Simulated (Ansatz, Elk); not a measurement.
## Zn3InN: X-ray structure factors from the self-consistent density

Structure refinements treat a crystal as free atoms side by side. For a made-up structure of Zn3InN (cell and positions from a PBEsol relaxation) the runs below show what the calculated density changes in F(hkl).

Calculated with Elk 11.2.3 (patched build); DFT, PBE, all-electron APW+lo, Dirac cores, scalar-relativistic bands, static density, no spin.

The structure was built from a prototype and need not be the compound's stable phase.

### 1. Set-up

It takes space group Pm-3m (No. 221, cubic). Conventional cell: a = 4.222 Å, b = 4.222 Å, c = 4.222 Å, α = 90.00°, β = 90.00°, γ = 90.00°. Nearest to In lie 12 Zn at 2.99 Å. Zn has 2 N at 2.11 Å nearest. Nearest to N lie 6 Zn at 2.11 Å. Farther neighbours and most contacts between anions are not listed.

### 2. Ground state and structure factors

An all-electron density is needed, since X-rays see the cores too. Task 0 finds the density and task 195 Fourier-transforms it; tshift is off so that phases refer to the origin typed.

elk.in

```
tasks
  0
  195

xctype
  20

spinpol
  .false.

rgkmax
  7.0

gmaxvr
  14.0

lmaxo
  7

lmaxapw
  8

swidth
  0.002

tshift
  .false.

ramdisk
  .false.

hmaxvr
  5.5

maxscl
  120

epspot
  1e-06

sppath
  './'

avec
  7.97767921431 0.00000000000 -0.00000000000
  0.00000000000 7.97767921431 0.00000000000
  -0.00000000000 0.00000000000 7.97767921431

atoms
  3
  'In.in'
  1
  0.0000000000 -0.0000000000 -0.0000000000   0.000000 0.000000 0.000000
  'Zn.in'
  3
  -0.0000000000 0.5000000000 0.5000000000   0.000000 0.000000 0.000000
  0.5000000000 0.0000000000 0.5000000000   0.000000 0.000000 0.000000
  0.5000000000 0.5000000000 0.0000000000   0.000000 0.000000 0.000000
  'N.in'
  1
  0.5000000000 0.5000000000 0.5000000000   0.000000 0.000000 0.000000

ngridk
  5 5 5
```

On the command line:

```bash
OMP_NUM_THREADS=4 elk
```

Numbers of over 12 decimals in the logs are rounded to 6 here.

Log:

```text
┌─────────────────────────┐
│ Elk code version 11.2.3 │
└─────────────────────────┘

All units are atomic (Hartree, Bohr, etc.)

┌─────────────────────────────────────────────────┐
│ Ground-state run starting from atomic densities │
└─────────────────────────────────────────────────┘

Lattice vectors :
   7.977679214       0.000000000      -0.000000000
   0.000000000       7.977679214       0.000000000
  -0.000000000       0.000000000       7.977679214

Reciprocal lattice vectors :
  0.7875956326      -0.000000000       0.000000000
  -0.000000000      0.7875956326      -0.000000000
   0.000000000      -0.000000000      0.7875956326

Unit cell volume      :    507.7263552
Brillouin zone volume :   0.4885509899

Muffin-tin inner radius fraction :   0.1000000000E-01

Nuclei treated as point charges

Species : 1 (In)
 parameters loaded from : In.in
 name : indium
 nuclear charge    :   -49.00000000
 electronic charge :    49.00000000
 atomic mass :    209300.4102
 muffin-tin radius :    2.600000000
 number of radial points in muffin-tin :   1193
 inner part over the whole radius :   0.9943151076E-02
 number on inner part of muffin-tin    :    850
 approximate nuclear radius :   0.8768807633E-04
 number of mesh points to nuclear radius :    427
 atomic positions (lattice), magnetic fields (Cartesian) :
  1 :   0.00000000  0.00000000  0.00000000    0.00000000  0.00000000  0.00000000

Species : 2 (Zn)
 parameters loaded from : Zn.in
 name : zinc
 nuclear charge    :   -30.00000000
 electronic charge :    30.00000000
 atomic mass :    119233.3130
 muffin-tin radius :    2.250765490
 number of radial points in muffin-tin :    993
 inner part over the whole radius :   0.9874766786E-02
 number on inner part of muffin-tin    :    700
 approximate nuclear radius :   0.7484757725E-04
 number of mesh points to nuclear radius :    339
 atomic positions (lattice), magnetic fields (Cartesian) :
  1 :   0.00000000  0.50000000  0.50000000    0.00000000  0.00000000  0.00000000
  2 :   0.50000000  0.00000000  0.50000000    0.00000000  0.00000000  0.00000000
  3 :   0.50000000  0.50000000  0.00000000    0.00000000  0.00000000  0.00000000

Species : 3 (N)
 parameters loaded from : N.in
 name : nitrogen
 nuclear charge    :   -7.000000000
 electronic charge :    7.000000000
 atomic mass :    25532.65216
 muffin-tin radius :    1.688074117
 number of radial points in muffin-tin :    593
 inner part over the whole radius :   0.9874530269E-02
 number on inner part of muffin-tin    :    406
 approximate nuclear radius :   0.4939692610E-04
 number of mesh points to nuclear radius :    170
 atomic positions (lattice), magnetic fields (Cartesian) :
  1 :   0.50000000  0.50000000  0.50000000    0.00000000  0.00000000  0.00000000

Total number of atoms per unit cell :    5
Total muffin-tin volume :    237.0565842
 ratio of muffin-tin to unit cell volume :   0.4668983238

Spin treatment :
 spin-unpolarised

Number of Bravais lattice symmetries :   48
Number of crystal symmetries         :   48
Crystal has inversion symmetry
Real symmetric eigensolver will be used

k-point grid :      5     5     5
k-point offset :    0.000000000       0.000000000       0.000000000
k-point set is reduced with full crystal symmetry group
Total number of k-points :       10

Muffin-tin radius times maximum |G+k| :    7.000000000
 using average radius
Maximum |G+k| for APW functions       :    3.170183439
Maximum (1/2)|G+k|²                   :    5.025031520
Maximum |G| for potential and density :    14.00000000
Constant for pseudocharge density :    9
 order of it for each species :   16  16  16
 order of it for pair densities of each species (exact exchange by exxq0 0: 17) :   14  10   4
Radial integration step length :    1

G-vector grid sizes :     36    36    36
Number of G-vectors :    23583

Maximum angular momentum used for
 APW functions            :    8
 outer part of muffin-tin :    7
 inner part of muffin-tin :    2

Total nuclear charge    :   -146.0000000
[...]
electron entropic           :    -0.25458500885363E-03
 total energy                :     -11326.957582114

Density of states at Fermi energy :    16.38107016
 (states/Hartree/unit cell)

Estimated indirect band gap :   0.1599287424E-01
 from k-point 5 to k-point 9
Estimated direct band gap   :   0.3734018128E-01
 at k-point 6

Charges :
 core                        :    68.00000000
 valence                     :    78.00000000
 interstitial                :    6.453087032
 muffin-tins (core leakage)
  species : 1 (In)
   atom 1                    :    47.29411875     (  0.1324554346E-03)
  species : 2 (Zn)
[...]
species : 3 (N)
[...]
total in muffin-tins        :    139.5469130
 total calculated charge     :    145.9977418
 total charge                :    146.0000000
 error                       :   0.2258186268E-02

RMS change in Kohn-Sham potential (target) :   0.8520454254     (  0.1000000000E-05)
Absolute change in total energy (target)   :   0.1248830275     (  0.1000000000E-03)

[... loops 3 to 16 left out ...]

┌──────────────────┐
│ Loop number : 17 │
└──────────────────┘

Energies :
 Fermi                       :     0.262080
 sum of occupied eigenvalues :     -6651.2179450983
 electron kinetic            :      11722.614250584
 core electron kinetic       :      10861.486701747
 Coulomb                     :     -22666.934049814
 Coulomb potential           :     -17876.599279292
 nuclear-nuclear             :     -1477.0298644906
 electron-nuclear            :     -24542.100174866
 Hartree                     :      3352.1959895428
 Madelung                    :     -13728.634410168
 xc potential                :     -497.23291638991
 exchange                    :     -374.68655772314
 correlation                 :     -7.257593
 electron entropic           :    -0.10807451979261E-02
 total energy                :     -11326.265031125

Density of states at Fermi energy :    85.51664634
 (states/Hartree/unit cell)

Estimated indirect band gap :   0.3603336358E-02
 from k-point 6 to k-point 2
Estimated direct band gap   :   0.1934825853E-01
 at k-point 6

Charges :
 core                        :    68.00000000
 valence                     :    78.00000000
 interstitial                :    6.646417270
 muffin-tins (core leakage)
  species : 1 (In)
[...]
species : 2 (Zn)
[...]
species : 3 (N)
[...]
total in muffin-tins        :    139.3535827
 total calculated charge     :    145.9980930
 total charge                :    146.0000000
 error                       :   0.1906990086E-02

RMS change in Kohn-Sham potential (target) :   0.2368708981E-06 (  0.1000000000E-05)
Absolute change in total energy (target)   :   0.6633710109E-04 (  0.1000000000E-03)

Convergence targets achieved

┌──────────────────┐
│ Loop number : 18 │
└──────────────────┘

Energies :
 Fermi                       :     0.262080
 sum of occupied eigenvalues :     -6651.2179376879
 electron kinetic            :      11722.614258460
 core electron kinetic       :      10861.486704010
 Coulomb                     :     -22666.934052480
 Coulomb potential           :     -17876.599278594
 nuclear-nuclear             :     -1477.0298644906
 electron-nuclear            :     -24542.100180773
 Hartree                     :      3352.1959927829
 Madelung                    :     -13728.634413183
 xc potential                :     -497.23291755392
 exchange                    :     -374.68655803953
 correlation                 :     -7.257593
 electron entropic           :    -0.10807451336246E-02
 total energy                :     -11326.265026227

Density of states at Fermi energy :    85.51663749
 (states/Hartree/unit cell)

Estimated indirect band gap :   0.3603345506E-02
 from k-point 6 to k-point 2
Estimated direct band gap   :   0.1934826122E-01
 at k-point 6

Charges :
 core                        :    68.00000000
 valence                     :    78.00000000
 interstitial                :    6.646417000
 muffin-tins (core leakage)
  species : 1 (In)
[...]
species : 2 (Zn)
[...]
atom 2                    :    28.59776121     (  0.1956196276E-03)
   atom 3                    :    28.59776121     (  0.1956196276E-03)
  species : 3 (N)
   atom 1                    :    6.116329912     (  0.3536835893E-06)
 total in muffin-tins        :    139.3535830
 total calculated charge     :    145.9980930
 total charge                :    146.0000000
 error                       :   0.1906990419E-02

┌──────────────────────────────┐
│ Self-consistent loop stopped │
└──────────────────────────────┘

Warning : core states of species 1 leak from the muffin-tin :   0.1291474195E-03

Warning : core states of species 2 leak from the muffin-tin :   0.1956196276E-03

Wrote STATE.OUT
```

Wall time 15 s (4 threads of AMD EPYC 9R14 (Zen 4), shared host); peak memory 0.21 GiB.

SFACRHO.OUT:

```text

h k l indices transformed by vhmat matrix:
   1.000000000       0.000000000       0.000000000    
   0.000000000       1.000000000       0.000000000    
   0.000000000       0.000000000       1.000000000    

      h      k      l  multipl.   |H|            Re(F)            Im(F)           |F|

      0      0      0      1   0.0000000       146.00000      0.54064205E-17   146.00000    
     -1      0      0      6  0.78759563       11.218119     -0.31737982E-13   11.218119    
      1     -1      0     12   1.1138284       21.511192      0.21180968E-14   21.511192    
     -1     -1     -1      8   1.3641557       106.27004      0.72861676E-13   106.27004    
      0      0     -2      6   1.5751913       109.92046      0.55707083E-13   109.92046    
     -1     -2      0     24   1.7611174       10.358514     -0.41330686E-13   10.358514    
      1     -2      1     24   1.9292074       16.942802     -0.47383387E-13   16.942802    
      0      2     -2     12   2.2276569       93.414121     -0.33562940E-14   93.414121    
      0     -3      0      6   2.3627869       9.8333468     -0.15275781E-13   9.8333468    
     -1      2     -2     24   2.3627869       9.8307378     -0.34097120E-13   9.8307378    
      3      1      0     24   2.4905961       14.755281      0.63007334E-14   14.755281    
      1     -3      1     24   2.6121592       79.950891     -0.10726614E-13   79.950891    
     -2      2      2      8   2.7283113       82.336681     -0.41388622E-13   82.336681    
     -3      2      0     24   2.8397164       9.3598695     -0.10420157E-13   9.3598695    
     -3      1      2     48   2.9469130       13.540524      0.49185019E-13   13.540524    
      0     -4      0      6   3.1503825       74.166941      0.73946196E-13   74.166941    
      2     -2     -3     24   3.2473400       9.0177633     -0.22529415E-13   9.0177633    
      4     -1      0     24   3.2473400       8.9987420     -0.58483923E-14   8.9987420
```

Elk indexes on the primitive cell of elk.in and gives |H| = 4π sin θ/λ in inverse bohr. Below, one row stands for each form hkl of the conventional cell (m members, Friedel mates merged), F is for one primitive cell and the density is static (no thermal factor). Free-atom factors are Waasmaier and Kirfel's, and R is Σm||F|−|F'||/Σm|F|.

| hkl | m | sin θ/λ (Å⁻¹) | abs F, DFT | neutral atoms | diff. |
| --- | --- | --- | --- | --- | --- |
| 100 | 6 | 0.118 | 11.218 | 11.289 | -0.071 |
| 110 | 12 | 0.168 | 21.511 | 21.185 | +0.326 |
| 111 | 8 | 0.205 | 106.270 | 107.142 | -0.872 |
| 200 | 6 | 0.237 | 109.921 | 110.375 | -0.454 |
| 210 | 24 | 0.265 | 10.358 | 10.357 | +0.001 |
| 211 | 24 | 0.290 | 16.943 | 16.833 | +0.110 |
| 220 | 12 | 0.335 | 93.414 | 93.740 | -0.326 |
| 300 | 6 | 0.355 | 9.833 | 9.730 | +0.104 |
| 221 | 24 | 0.355 | 9.831 | 9.730 | +0.101 |
| 310 | 24 | 0.374 | 14.755 | 14.732 | +0.023 |
| 311 | 24 | 0.393 | 79.951 | 80.040 | -0.090 |
| 222 | 8 | 0.410 | 82.337 | 82.433 | -0.097 |
| 320 | 24 | 0.427 | 9.360 | 9.283 | +0.077 |
| 321 | 48 | 0.443 | 13.540 | 13.518 | +0.022 |
| 400 | 6 | 0.474 | 74.167 | 74.126 | +0.041 |
| 322 | 24 | 0.488 | 9.018 | 8.968 | +0.050 |
| 410 | 24 | 0.488 | 8.999 | 8.968 | +0.031 |
| 411 | 24 | 0.502 | 12.822 | 12.764 | +0.058 |
| 330 | 12 | 0.502 | 12.808 | 12.764 | +0.044 |
| 331 | 24 | 0.516 | 65.488 | 65.442 | +0.047 |
| 420 | 24 | 0.530 | 67.836 | 67.770 | +0.066 |
| 421 | 48 | 0.543 | 8.788 | 8.757 | +0.031 |

### 3. The highest occupied states alone

An energy window below the Fermi level keeps the highest occupied states, to see at which angles they scatter; shallow core shells can lie inside it and anion s states outside. No new self-consistency is needed.

elk.in, as its differences from that of step 2:

```diff
@@ -1,3 +1,2 @@
 tasks
-  0
   195
@@ -40,2 +39,5 @@
 
+wsfac
+  -0.289160 0.562080
+
 sppath
```

On the command line:

```bash
OMP_NUM_THREADS=4 elk
```

Log:

```text
┌─────────────────────────────────┐
│ Elk code version 11.2.3 started │
└─────────────────────────────────┘

Info(readinput): the functional depends on the density's gradient
 muffin-tin radial points multiplied by    2.00000
 (not where nrmtscf is given)

┌────────────────────┐
│ Current task : 195 │
└────────────────────┘
Info(checkmt): changed muffin-tin radius of species 2 (Zn) from   2.4000 to   2.2508
Info(checkmt): changed muffin-tin radius of species 3 (N) from   1.8000 to   1.6881

Info(sfacrho): density structure factors written to SFACRHO.OUT

 Energy window :  -0.2891600000      0.5620800000

┌──────────────────┐
│ Elk code stopped │
└──────────────────┘
```

The job ended after 5.7 s (4 threads; peak memory 0.16 GiB; 7.7 s of CPU time).

States within 15 eV below the Fermi level hold 52.00 electrons; any levels below the window count with the cores. Their amplitudes can exceed the total, where window and core parts have opposite phase:

| hkl | sin θ/λ (Å⁻¹) | abs F, window | abs F, all |
| --- | --- | --- | --- |
| 100 | 0.118 | 2.960 | 11.218 |
| 110 | 0.168 | 1.391 | 21.511 |
| 111 | 0.205 | 26.102 | 106.270 |
| 200 | 0.237 | 26.526 | 109.921 |
| 210 | 0.265 | 3.158 | 10.358 |
| 211 | 0.290 | 0.975 | 16.943 |
| 220 | 0.335 | 17.776 | 93.414 |
| 300 | 0.355 | 2.801 | 9.833 |
| 221 | 0.355 | 2.865 | 9.831 |
| 310 | 0.374 | 1.803 | 14.755 |

### 4. Another functional

The difference from free atoms is small, so it is set against the change that LDA (Perdew-Wang) makes.

elk.in, as its differences from that of step 3:

```diff
@@ -1,2 +1,3 @@
 tasks
+  0
   195
@@ -4,3 +5,3 @@
 xctype
-  20
+  3
 
@@ -39,5 +40,2 @@
 
-wsfac
-  -0.289160 0.562080
-
 sppath
```

On the command line:

```bash
OMP_NUM_THREADS=4 elk
```

Log:

```text
┌─────────────────────────┐
│ Elk code version 11.2.3 │
└─────────────────────────┘

All units are atomic (Hartree, Bohr, etc.)

┌─────────────────────────────────────────────────┐
│ Ground-state run starting from atomic densities │
└─────────────────────────────────────────────────┘

Lattice vectors :
   7.977679214       0.000000000      -0.000000000
   0.000000000       7.977679214       0.000000000
  -0.000000000       0.000000000       7.977679214

Reciprocal lattice vectors :
  0.7875956326      -0.000000000       0.000000000
[...]
atom 3                    :    28.61869669     (  0.2020084031E-03)
  species : 3 (N)
   atom 1                    :    6.086111446     ( -0.3686394432E-05)
 total in muffin-tins        :    139.4039051
 total calculated charge     :    145.9980847
 total charge                :    146.0000000
 error                       :   0.1915269197E-02

┌──────────────────────────────┐
│ Self-consistent loop stopped │
└──────────────────────────────┘

Warning : core states of species 1 leak from the muffin-tin :   0.1272110352E-03

Warning : core states of species 2 leak from the muffin-tin :   0.2020084031E-03

Wrote STATE.OUT
[key lines of the parts left out:]
total energy                :     -11312.719432323
```

It took 9.5 s on 4 threads; peak memory 0.16 GiB; 22 s of CPU time.

Against the first run R = 0.05 %; the largest change is -0.080 at 220.

### 5. Basis size

A smaller basis shows how fast F responds to it; the change is likely larger than the basis error of the first run, but doesn't show convergence.

elk.in, as its differences from that of step 4:

```diff
@@ -5,3 +5,3 @@
 xctype
-  3
+  20
 
@@ -11,3 +11,3 @@
 rgkmax
-  7.0
+  5.5
```

On the command line:

```bash
OMP_NUM_THREADS=4 elk
```

Log:

```text
┌─────────────────────────┐
│ Elk code version 11.2.3 │
└─────────────────────────┘

All units are atomic (Hartree, Bohr, etc.)

┌─────────────────────────────────────────────────┐
│ Ground-state run starting from atomic densities │
└─────────────────────────────────────────────────┘

Lattice vectors :
   7.977679214       0.000000000      -0.000000000
   0.000000000       7.977679214       0.000000000
  -0.000000000       0.000000000       7.977679214

Reciprocal lattice vectors :
  0.7875956326      -0.000000000       0.000000000
[...]
atom 3                    :    28.56560217     (  0.1963144760E-03)
  species : 3 (N)
   atom 1                    :    6.044955327     (  0.3497260095E-06)
 total in muffin-tins        :    139.1634765
 total calculated charge     :    145.9985469
 total charge                :    146.0000000
 error                       :   0.1453064826E-02

┌──────────────────────────────┐
│ Self-consistent loop stopped │
└──────────────────────────────┘

Warning : core states of species 1 leak from the muffin-tin :   0.1292676547E-03

Warning : core states of species 2 leak from the muffin-tin :   0.1963144760E-03

Wrote STATE.OUT
[key lines of the parts left out:]
total energy                :     -11326.064858110
```

The job ended after 15 s (4 threads; peak memory 0.2 GiB; 35 s of CPU time).

Against the first run R = 0.06 %; the largest change is +0.074 at 311.

### 6. Settings against the effect

| run | R against the first run (%) | R against neutral atoms, low angle (%) | wall time |
| --- | --- | --- | --- |
| PBE, rgkmax 7 | 0.00 | 0.67 | 15 s |
| LDA (Perdew-Wang) | 0.05 | 0.66 | 9.5 s |
| rgkmax 5.5 | 0.06 | 0.67 | 15 s |

### 7. Summary of results

| Item | Value |
| --- | --- |
| R against neutral atoms, sin θ/λ < 0.3 Å⁻¹ | 0.67 % |
| R against neutral atoms, 0.3 to 0.82 Å⁻¹ | 0.26 % |

What this shows: Independent neutral atoms miss the calculated amplitudes by R = 0.67 % below 0.3 Å⁻¹ and 0.26 % from there to 0.82 Å⁻¹; by shells, 0.63 % below 0.15 Å⁻¹ (1 form), 0.67 % 0.15 to 0.3 (5 forms), 0.26 % 0.3 to 0.45 (8 forms), 0.27 % above 0.45 (41 forms). Bonding, aspherical density and the tables' own atoms all enter these figures, and the runs don't part them. The largest change of an amplitude is -0.87 electrons, at 111. The window's part falls from 52.0 electrons at the origin to at most 9.45 between 0.45 and 0.82 Å⁻¹, where compact states inside the window still scatter. The window holds more than the 44 outer electrons of the free atoms, so shallow core shells lie inside it. Below 0.3 Å⁻¹ the changes that finished (LDA (Perdew-Wang) and rgkmax 5.5) move F by R = 0.12 % at most, against the 0.67 % that separates it from free atoms. The k-mesh has no finished test. Part of the difference isn't bonding: the tables are fits to free atoms and ions calculated by other methods than this functional. Thermal motion, anomalous dispersion and extinction are left out.

[Logs are printed without paths, hosts, clocks, repeated set-up lines and the standing remarks that a program may print on its own settings, such as how far it seeks lower states.]

[Hosts, paths, dates, database ids (printed as entryN), source tags and the programs' standing remarks are cut or masked in the printed files.]
